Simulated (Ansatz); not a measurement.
# Relaxing random alloy of the fcc Cu-Al line, x = 0.0938 (128 atoms)

Wanted: the relaxed structure of random alloy of the fcc Cu-Al line, x = 0.0938 (128 atoms) and its electronic structure.

Program: Ansatz 0.2.0. Level of theory: Kohn-Sham DFT, PBE, PAW (set soft_2), plane waves. Results are calculated unless marked as measured.

## 1. Set-up

The cell holds 128 atoms: 116 Cu and 12 Al. Its edges and angles: a = 12.724 Å, b = 12.724 Å, c = 12.724 Å, α = 109.5°, β = 109.5°, γ = 109.5°. It derives from Cu (fcc Cu-Al) and Al. Fcc Cu-Al: 128 atoms, 12 of 128 Cu sites given to Al at random, cell and internal coordinates interpolated linearly between the end members (Vegard's rule); not relaxed, displaced by a Gaussian of 0.02 Å. Lattice constants are starting values near those of PBE.

Limits known from the start: The host structure and its lattice constant were typed by rule, without a check against the phase diagram.

## 2. Single point at the start

The forces at the start show how far the geometry lies from a minimum of this functional.

Input file input.yaml:

```yaml
crystal:
  lattice:
    - [-7.34614, 7.34614, 7.34614]
    - [7.34614, -7.34614, 7.34614]
    - [7.34614, 7.34614, -7.34614]
  atoms:
    - { symbol: Cu, position: [0.49845, 0.00149, 0.00138] }
    - { symbol: Cu, position: [0.74805, 0.12041, 0.12472] }
    - { symbol: Cu, position: [0.6244, 0.25281, 0.12634] }
    - { symbol: Cu, position: [0.62419, 0.12186, 0.25165] }
    - { symbol: Cu, position: [0.75102, 0.2511, 0.99904] }
    - { symbol: Cu, position: [0.99857, 0.37231, 0.12327] }
    - { symbol: Al, position: [0.8743, 0.49856, 0.12585] }
    - { symbol: Cu, position: [0.87691, 0.37724, 0.25279] }
    - { symbol: Al, position: [0.7489, 0.00106, 0.2503] }
    - { symbol: Cu, position: [0.00036, 0.12445, 0.37336] }
    - { symbol: Cu, position: [0.87352, 0.24812, 0.37352] }
    - { symbol: Cu, position: [0.87407, 0.12383, 0.49794] }
    - { symbol: Cu, position: [0.00258, 0.00074, 0.9988] }
    - { symbol: Cu, position: [0.24853, 0.1248, 0.12575] }
    - { symbol: Cu, position: [0.12737, 0.24905, 0.12629] }
    - { symbol: Cu, position: [0.12812, 0.12699, 0.24939] }
    - { symbol: Cu, position: [0.25125, 0.25057, 0.001] }
    - { symbol: Cu, position: [0.49797, 0.37404, 0.12297] }
    - { symbol: Cu, position: [0.37694, 0.50086, 0.12551] }
    - { symbol: Cu, position: [0.37659, 0.37747, 0.25166] }
    - { symbol: Cu, position: [0.5024, 0.49967, 0.00068] }
    - { symbol: Cu, position: [0.75056, 0.62449, 0.12526] }
    - { symbol: Cu, position: [0.63004, 0.75452, 0.12861] }
    - { symbol: Cu, position: [0.62235, 0.62241, 0.24613] }
    - { symbol: Cu, position: [0.75162, 0.75065, 0.00141] }
    - { symbol: Al, position: [0.00071, 0.87337, 0.12183] }
    - { symbol: Cu, position: [0.87573, 1.0e-05, 0.12635] }
    - { symbol: Cu, position: [0.87581, 0.87528, 0.24998] }
    - { symbol: Cu, position: [0.24925, 0.99936, 0.25043] }
    - { symbol: Cu, position: [0.5017, 0.12705, 0.37568] }
    - { symbol: Cu, position: [0.37474, 0.25112, 0.37688] }
    - { symbol: Cu, position: [0.37568, 0.12424, 0.49971] }
    [... 90 atom lines left out ...]
    - { symbol: Cu, position: [0.62201, 0.0015, 0.87191] }
    - { symbol: Cu, position: [0.62439, 0.8748, 0.00047] }
    - { symbol: Cu, position: [0.00194, 0.75366, 0.7506] }
    - { symbol: Cu, position: [0.25184, 0.8747, 0.87868] }
    - { symbol: Cu, position: [0.12713, 0.99877, 0.87358] }
    - { symbol: Cu, position: [0.1223, 0.87444, 0.99795] }
kpoints:
  mp_grid: { grid: [2, 2, 2] }
hamiltonian:
  xc: pbe
scf:
  occupations: { method: fermi_dirac, width: 0.1 }
output:
  forces: true
```

On the command line:

```
> ansatz run input.yaml --threads 11 --pin off --max-ram 102400MiB --backend cuda --events-out ev --progress --plain --runs-dir out
```

Numbers of over 12 decimals in the logs are rounded to 6 here.

The log of the run:

```text
Engine: ansatz 0.2.0, x86_64-unknown-linux-gnu
Pseudopotentials: kind: paw
Pseudopotential: Cu, paw, valence charge 19, recommended cutoff 420 eV (normal), Cu.paw.azcp
Pseudopotential: Al, paw, valence charge 3, recommended cutoff 420 eV (normal), Al.paw.azcp
Functional definition: PBE
  parameter kappa = 0.804
  parameter beta = 0.066725
  exchange = pbe_x(kappa = kappa, mu = beta*pi^2/3)
  correlation = pbe_c(beta = beta)
device memory: the entry about to start is reckoned to put 68.4 GiB on a device that reports 78.6 GiB free
GPU FFT provider: cuFFT
GPU libraries: cuBLAS 13.8.2, cuFFT 12.4.0, cuSOLVER 12.3.4
Crystal: 128 atoms, lattice volume = 1585.760 Å³
Basis set: ecut = 420 eV, 31173 PW (Γ), exchange–correlation on 180×180×180 points (8 copies of the dense FFT grid, shifted against one another)
Bands: 1248, of which v1, the nominal top of the filled ones, is band 1120 counted from 1 (1119 counted from 0)
Symmetry: 1 space group operations
Space group: P1 (ITA 1), of the structure as read, at distance tolerance 1.2e-4 Å
k-points: 8
Non-local potential: Cu, projectors of the file, l = 0: 3, l = 1: 2, l = 2: 3, l = 3: 1
Non-local potential: Al, projectors of the file, l = 0: 2, l = 1: 2, l = 2: 1
PAW form: soft (Blöchl's): semilocal exchange-correlation on the pseudo side does not see the compensation charge
PAW one-centre angular grid: Cu, 590 points (default); XC on 64 Gauss nodes
PAW one-centre angular grid: Al, 110 points (default); XC on 64 Gauss nodes
Initial density: superposition of atomic densities (neutral atoms: chi_scale 0, normalization atom), corrected by the library's trained network
Initial wavefunctions: pseudopotential atomic-orbital guess
GPU buffer pool allocated for 729000 grid points (all kernels)
GPU transforms: local potential and band sums: pruned to the plane-wave sphere, on 90×90×90
Functional: x = pbe(κ = 0.804, μ = 0.219515), c = pbe(β = 0.066725)
SCF iter   1: F=—  HF=-774978.722245 eV  |F-HF|=—  |Δ(HF+E_count)|=         —  Δρ=2.16e-3  dr2=8.35e-2  ethr=1.77e-3  ⟨swp⟩=4.5  Hψ=29369  notcnv=0  defer=386
preconditioner: auto → Kerker (q_TF=auto, 2.890 Å⁻¹)  [metal: Δε(μ)=0.002 eV  Ē_g=6.866 eV  σ=0.100 eV  W_gap=0.00  n_scr=626 (ndim 8)  ℏωp=33.8 eV  f_vac=0.001  D(μ)=42.30/eV (n_scr^D=320)]
SCF iter   2: F=—  HF=-774978.722426 eV  |F-HF|=—  |Δ(HF+E_count)|=   1.80e-4  Δρ=7.56e-4  dr2=2.05e-2  ethr=3.73e-6  ⟨swp⟩=2.0  Hψ=17200  notcnv=0  defer=538
SCF iter   3: F=—  HF=-774978.745343 eV  |F-HF|=—  |Δ(HF+E_count)|=   2.29e-2  Δρ=4.95e-4  dr2=1.13e-2  ethr=9.15e-7  ⟨swp⟩=1.9  Hψ=17218  notcnv=0  defer=538
SCF iter   4: F=—  HF=-774978.766590 eV  |F-HF|=—  |Δ(HF+E_count)|=   2.12e-2  Δρ=1.18e-4  dr2=1.73e-3  ethr=5.07e-7  ⟨swp⟩=1.9  Hψ=9451  notcnv=0  defer=538
SCF iter   5: F=—  HF=-774978.721570 eV  |F-HF|=—  |Δ(HF+E_count)|=   4.50e-2  Δρ=1.24e-4  dr2=3.88e-4  ethr=7.74e-8  ⟨swp⟩=2.6  Hψ=14531  notcnv=0  defer=538
SCF iter   6: F=—  HF=-774978.721480 eV  |F-HF|=—  |Δ(HF+E_count)|=   9.01e-5  Δρ=4.11e-5  dr2=4.44e-5  ethr=1.73e-8  ⟨swp⟩=2.0  Hψ=14285  notcnv=0  defer=538
SCF iter   7: F=—  HF=-774978.746884 eV  |F-HF|=—  |Δ(HF+E_count)|=   2.54e-2  Δρ=1.61e-5  dr2=1.04e-5  ethr=1.98e-9  ⟨swp⟩=2.0  Hψ=14522  notcnv=0  defer=538
SCF iter   8: F=—  HF=-774978.746884 eV  |F-HF|=—  |Δ(HF+E_count)|=   2.98e-7  Δρ=8.54e-6  dr2=2.33e-6  ethr=4.65e-10  ⟨swp⟩=2.0  Hψ=14309  notcnv=0  defer=538
SCF iter   9: F=—  HF=-774978.746884 eV  |F-HF|=—  |Δ(HF+E_count)|=   4.31e-8  Δρ=4.71e-6  dr2=3.56e-7  ethr=1.04e-10  ⟨swp⟩=2.0  Hψ=14104  notcnv=0  defer=538
SCF iter  10: F=—  HF=-774978.746884 eV  |F-HF|=—  |Δ(HF+E_count)|=   4.82e-8  Δρ=2.35e-6  dr2=1.15e-7  ethr=4.46e-12  ⟨swp⟩=4.0  Hψ=34524  notcnv=0
SCF iter  11: F=-774978.746884 eV  HF=-774978.746884 eV  |F-HF|=2.34e-8  |Δ(HF+E_count)|=   1.85e-8  Δρ=8.14e-7  dr2=2.45e-8  ethr=4.46e-12  ⟨swp⟩=3.0  Hψ=26975  notcnv=0
SCF 1 converged in 11 iterations: F = -774978.746884 eV  dr2 = 2.45e-8
  greatest PAW one-centre occupation: 1.000 electrons in one spin orbital (limit 2), on the Cu atom at site 121 (counted from 0), in its partial waves of l = 0
SCF converged after 11 iterations
Free energy (F): -774978.746884 eV
Harris-Foulkes:  -774978.746884 eV  (|F-HF|=2.34e-8)
Internal energy: -774977.390553 eV  (E = F + TS)
E sigma→0 (E₀):  -774978.068718 eV
Entropy (-TS):   -1.356331 eV (-10.596 meV/atom)
Fermi energy:    15.493994 eV
--- Per-component energies (eV) ---
  E_band       = -44366.472678
  E_kinetic    = 35038.117882
  E_local      = -515377.072611  (includes V_loc(G=0)·N_el)
  E_nonlocal   = 45332.526594
  E_hartree    = 228423.846314
  E_xc         = -10854.351539
  E_vxc        = -13738.336322  (∫ρ·V_xc dr)
  E_paw        = -198506.909029  (= ΣΔE_a)
  E_vpaw       = -52469.449194  (= ΣTr[D̂ρ^β])
  E_aug_tail   = 0.033790  (compensation charges beyond the density's cutoff)
  E_ewald      = -359033.581953
  E_smearing   = -1.356331  (= −TS)
  E_closure    = -0.000000  (closes the sum)
  Σ components = -774978.746884   (vs F -774978.746884, Δ=0.00e0)
--- Forces (eV/Å), atoms counted from 1 ---
  atom   1  Cu    -0.13740838    -0.00310918     0.10656184
  atom   2  Cu     0.18562572    -0.31707311     0.32814727
  atom   3  Cu    -0.21964948     0.13223624    -0.12594119
  atom   4  Cu     0.11428320    -0.39552924     0.40398331
  atom   5  Cu     0.02967350     0.00579385    -0.22998930
  atom   6  Cu     0.01658990     0.02795811     0.22837375
  atom   7  Al    -0.00283282    -0.00753408     0.21498906
  atom   8  Cu    -0.16582879    -0.04782940    -0.19636757
  atom   9  Al    -0.23955292     0.72066720     0.68869278
  atom  10  Cu     0.09407863     0.06334537     0.01262169
  atom  11  Cu     0.15565944    -0.00933725     0.29672047
  atom  12  Cu     0.01337071     0.09175044    -0.10401343
  atom  13  Cu     0.07066597    -0.17141227    -0.06236875
  atom  14  Cu    -0.11199354     0.08921829     0.21025309
[...]
atom 127  Cu     0.21902917    -0.09137558     0.00741472
  atom 128  Cu    -0.04382424     0.16830063     0.15024433
  max |Σ_I F_I| component: 6.80e-6 eV/Å
```

The job ended after 9.3 s (1 × NVIDIA H100 80GB HBM3 with 11 threads of AMD EPYC 7R13 (Zen 3), shared host; peak memory 2.1 GiB).

The column dr2 measures how far the density is from self-consistency, as an energy; F and HF (Harris–Foulkes) agree once it is small.

That memory is the host's; the program planned up to 68.4 GiB on the GPU.

Read from the output:

```yaml
free_energy: -774978.7469 eV
free_energy_per_atom: -6054.5215 eV/atom
scf_cycles: 11
r_m_s_force_component: 0.1795 eV/Å
longest_force: 1.258 eV/Å
fermi_energy: 15.49 eV
```

The r.m.s. force component of 0.18 eV/Å sets the starting point.

Length of the force by element:

```csv
element,coordination,atoms,mean length of the force (eV/Å),spread,least,most
Al,all,12,0.555,0.395,0.182,1.26
Cu,all,116,0.217,0.108,0.0155,0.577
```

## 3. Cell and atoms relaxed

Cell and atoms are freed together, to release stress as well as forces.

Changes to input.yaml since step 2:

```diff
@@ -15 +15,5 @@
   forces: true
+relax:
+  f_tol: 0.04
+  max_steps: 150
+  cell: {}
```

The log of the run:

```text
[...]
GPU FFT provider: cuFFT
GPU libraries: cuBLAS 13.8.2, cuFFT 12.4.0, cuSOLVER 12.3.4
Crystal: 128 atoms, lattice volume = 1585.760 Å³
Basis set: ecut = 420 eV, 31173 PW (Γ), exchange–correlation on 180×180×180 points (8 copies of the dense FFT grid, shifted against one another)
Bands: 1344, of which v1, the nominal top of the filled ones, is band 1120 counted from 1 (1119 counted from 0)
Symmetry: 1 space group operations
[...]
k-points: 8
[...]
GPU buffer pool allocated for 729000 grid points (all kernels)
[...]
SCF iter   1: F=—  HF=-774978.725266 eV  |F-HF|=—  |Δ(HF+E_count)|=         —  Δρ=2.24e-3  dr2=8.59e-2  ethr=1.77e-3  ⟨swp⟩=5.0  Hψ=37417  notcnv=0  defer=743
[...]
SCF iter  10: F=-774978.746884 eV  HF=-774978.746884 eV  |F-HF|=6.46e-8  |Δ(HF+E_count)|=   4.00e-8  Δρ=1.94e-6  dr2=5.77e-8  ethr=4.46e-12  ⟨swp⟩=3.9  Hψ=32968  notcnv=0
SCF 1 converged in 10 iterations: F = -774978.746884 eV  dr2 = 5.77e-8
[...]
relax step   1: F+E_penalty+E_count = -774978.74688363 eV  Δ(F+E_penalty+E_count) = +0.000e0 eV  max|allowed force component| = 1.027e0 eV/Å  Δτ_max = 0.0000 Å  P = -2.089 GPa  Ω = 1585.760 Å³  (10 SCF iters, dr2 threshold 1.00e-7 eV, accepted)
[...]
relax step   2: F+E_penalty+E_count = -774979.38094911 eV  Δ(F+E_penalty+E_count) = -6.341e-1 eV  max|allowed force component| = 5.037e-1 eV/Å  Δτ_max = 0.0621 Å  P = -0.829 GPa  Ω = 1568.638 Å³  energy of the carried Pulay correction = +1.110e-2 eV  (8 SCF iters, dr2 threshold 1.28e-5 eV, accepted)
[...]
relax step   3: F+E_penalty+E_count = -774979.67037762 eV  Δ(F+E_penalty+E_count) = -2.894e-1 eV  max|allowed force component| = 2.388e-2 eV/Å  Δτ_max = 0.0605 Å  P = +0.012 GPa  Ω = 1558.019 Å³  energy of the carried Pulay correction = +1.804e-2 eV  (8 SCF iters, dr2 threshold 1.28e-5 eV, accepted)
[...]
relax step   4: F+E_penalty+E_count = -774979.65014748 eV  Δ(F+E_penalty+E_count) = +2.023e-2 eV  max|allowed force component| = 2.391e-2 eV/Å  Δτ_max = 0.0000 Å  P = +0.029 GPa  Ω = 1558.019 Å³  stress off target by 4.55e-2 GPa  SCF on the basis re-selected at this cell (its energy is not comparable with the rows above)  (8 SCF iters)
basis re-selected at this cell: Δ(F+E_penalty+E_count) = +2.023e-2 eV, ΔP = +0.017 GPa vs the last step (what re-selecting the basis moved, of the pressure what is left beyond the Pulay correction that the steps carried, after the strain that the cell walked since its last selection, [...]
SCF converged after 8 iterations
Free energy (F): -774979.650147 eV
[...]
Internal energy: -774978.315410 eV  (E = F + TS)
E sigma→0 (E₀):  -774978.982779 eV
Entropy (-TS):   -1.334738 eV (-10.428 meV/atom)
Fermi energy:    15.857518 eV
[...]
--- Forces (eV/Å), atoms counted from 1 ---
  atom   1  Cu    -0.00234794    -0.00754058    -0.00175463
  atom   2  Cu     0.00156345     0.00632582     0.00203017
  atom   3  Cu    -0.00226056     0.00119318     0.00710807
  atom   4  Cu    -0.00184052    -0.00077811    -0.00150952
  atom   5  Cu     0.00199556    -0.00205150     0.00113486
  atom   6  Cu     0.00006486     0.00199505    -0.00046979
  atom   7  Al    -0.00383420    -0.00270560    -0.00340601
  atom   8  Cu     0.00345996    -0.00374112    -0.00137922
  atom   9  Al    -0.00183383     0.02299092     0.01916885
  atom  10  Cu     0.00364939     0.00464501     0.00504263
  atom  11  Cu     0.00049265     0.00215771    -0.00089689
  atom  12  Cu    -0.00273122     0.00010731    -0.00082574
  atom  13  Cu    -0.00156191    -0.00017996     0.00005112
  atom  14  Cu    -0.00023610     0.00049110    -0.00371330
[...]
atom 127  Cu     0.00218092     0.00155709    -0.00062413
  atom 128  Cu    -0.00204818     0.00153585     0.00022214
  max |Σ_I F_I| component: 8.33e-7 eV/Å
--- Stress (GPa, compression-positive) ---
        0.001037       0.005343      -0.000938
        0.005343       0.042688       0.001569
       -0.000938       0.001569       0.044486
  P = ⅓ Tr σ = 0.0294 GPa (0.294 kbar)
--- Band table (eV; the first three rows and the last of 8) ---
[...]
--- Relaxed structure (3 steps of the walk, 3 accepted, 1 SCFs on fresh bases) ---
  F+E_penalty+E_count = -774979.65014748 eV   max|allowed force component| = 2.391e-2 eV/Å   (the final SCF, on the basis selected at the relaxed cell)
  cell:  # Å, volume = 1558.0193 Å³
    - [-7.262865, 7.324737, 7.323412]
    - [7.265564, -7.319117, 7.320490]
    - [7.264075, 7.320327, -7.317792]
  atoms:
    - { symbol: Cu, position: [0.498750, 0.000600309, -0.00190499] }
    - { symbol: Cu, position: [0.750218, 0.127068, 0.124032] }
    - { symbol: Cu, position: [0.623909, 0.249962, 0.124662] }
    - { symbol: Cu, position: [0.624378, 0.124669, 0.248027] }
[...]
- { symbol: Cu, position: [0.125553, 0.875427, 0.999886] }
```

It took 27 s on 1 × NVIDIA H100 80GB HBM3 with 11 threads; peak memory 2.3 GiB; 2.1 min of CPU time.

That memory is the host's; the program planned up to 70 GiB on the GPU.

The program notes that the band table was not solved further than the SCF left it.

Relaxation path:

```csv
step,energy less that of the first step (eV),largest force component (eV/Å),pressure (GPa),volume (Å³)
1,0.0000,1.0275,-2.09,1585.76
2,-0.6341,0.5037,-0.83,1568.64
3,-0.9235,0.0239,0.01,1558.02
4*,-0.9033,0.0239,0.03,1558.02
```

Relaxation steps marked * repeat the geometry before them on a plane-wave basis chosen anew for their cell, so energy and pressure can jump there.

```csv
cell as run,before,after,change
a (Å),12.724,12.650,-0.6 %
b (Å),12.724,12.647,-0.6 %
c (Å),12.724,12.645,-0.6 %
α (°),109.47,109.88,+0.4 %
β (°),109.47,109.25,-0.2 %
γ (°),109.47,109.26,-0.2 %
volume (Å³/atom),12.39,12.17,-1.7 %
```

The atoms that moved most (Å, as changes of fractional coordinates times the final cell):

```csv
atom,dx,dy,dz,length
Al58,-0.012,-0.108,-0.043,0.117
Al85,0.053,-0.087,0.040,0.109
Al82,0.019,0.068,-0.064,0.095
Cu113,0.051,0.054,0.049,0.089
Al9,-0.025,0.053,0.066,0.088
Cu2,0.028,-0.038,0.070,0.084
Cu114,0.046,0.026,-0.042,0.068
Cu42,-0.041,0.045,-0.027,0.067
```

The relaxation changed the energy by -7.06 meV/atom, and atoms moved by 0.04 Å r.m.s., 0.12 Å at most.

## 4. Structure statistics after relaxation

Bonds before and after, by the cutoffs listed below:

```csv
pair,bonds before,bonds after,mean before (Å),mean after (Å),spread before (Å),spread after (Å)
Cu-Cu,626,626,2.598,2.581,0.028,0.012
Cu-Al,140,140,2.598,2.587,0.030,0.017
Al-Al,2,2,2.554,2.732,0.000,0.005
```

Density 8.20 g/cm³, 12.17 Å³ an atom.

Pair distribution functions g(r), in bins of 0.1 Å:

```csv
r (Å),total,Cu-Cu,Cu-Al,Al-Al
2.45,0.00,0.00,0.00,0.00
2.55,15.80,16.20,14.50,0.00
2.65,1.63,1.12,4.14,0.00
2.75,0.04,0.00,0.00,4.64
2.85,0.00,0.00,0.00,0.00
2.95,0.00,0.00,0.00,0.00
3.05,0.00,0.00,0.00,0.00
3.15,0.00,0.00,0.00,0.00
3.25,0.00,0.00,0.00,0.00
3.35,0.00,0.00,0.00,0.00
3.45,0.00,0.00,0.00,0.00
3.55,0.01,0.01,0.00,0.00
3.65,4.25,4.35,3.61,6.45
3.75,0.10,0.01,0.51,0.00
3.85,0.00,0.00,0.00,0.00
3.95,0.00,0.00,0.00,0.00
4.05,0.00,0.00,0.00,0.00
4.15,0.00,0.00,0.00,0.00
4.25,0.00,0.00,0.00,0.00
4.35,0.01,0.00,0.05,0.00
4.45,10.90,11.00,10.30,9.52
4.55,0.73,0.61,1.21,2.52
4.65,0.00,0.00,0.00,0.00
4.75,0.00,0.00,0.00,0.00
4.85,0.00,0.00,0.00,0.00
4.95,0.00,0.00,0.00,0.00
5.05,0.00,0.00,0.00,0.00
5.15,4.20,4.27,3.81,5.21
5.25,0.16,0.10,0.45,0.00
5.35,0.00,0.00,0.00,0.00
5.45,0.00,0.00,0.00,0.00
5.55,0.00,0.00,0.00,0.00
5.65,0.00,0.00,0.00,0.00
5.75,5.88,5.93,5.70,4.68
5.85,1.10,1.03,1.47,0.50
5.95,0.00,0.00,0.00,0.00
6.05,0.00,0.00,0.00,0.00
6.15,0.00,0.00,0.00,0.00
6.25,0.14,0.11,0.23,0.88
6.35,1.80,1.83,1.64,1.71
6.45,0.00,0.00,0.00,0.00
6.55,0.00,0.00,0.00,0.00
6.65,0.00,0.00,0.00,0.00
6.75,0.72,0.58,1.32,2.63
```

Bonds by pair of elements; cutoffs follow the first minimum of g(r), held within bounds set by covalent radii, and pairs that aren't listed don't count as bonded:

```csv
pair A-B,cutoff (Å),bonds,mean length (Å),spread (Å),shortest (Å),B about A,A about B
Cu-Cu,3.02,626,2.58,0.012,2.55,10.8,10.8
Cu-Al,3.02,140,2.59,0.017,2.53,1.21,11.7
Al-Al,3.05,2,2.73,0.005,2.73,0.333,0.333
```

How many atoms have how many bonded neighbours:

```csv
element,mean,12
Al,12,12
Cu,12,116
```

Counting bonds as in the table, all Al atoms have 12 and all Cu atoms have 12 bonded neighbours.

(Continued in part 2 of 3.)

[Logs are printed without paths, hosts, clocks, repeated set-up lines and the standing remarks that a program may print on its own settings, such as how far it seeks lower states.]

[Hosts, paths, dates, database ids (printed as entryN), source tags and the programs' standing remarks are cut or masked in the printed files.]
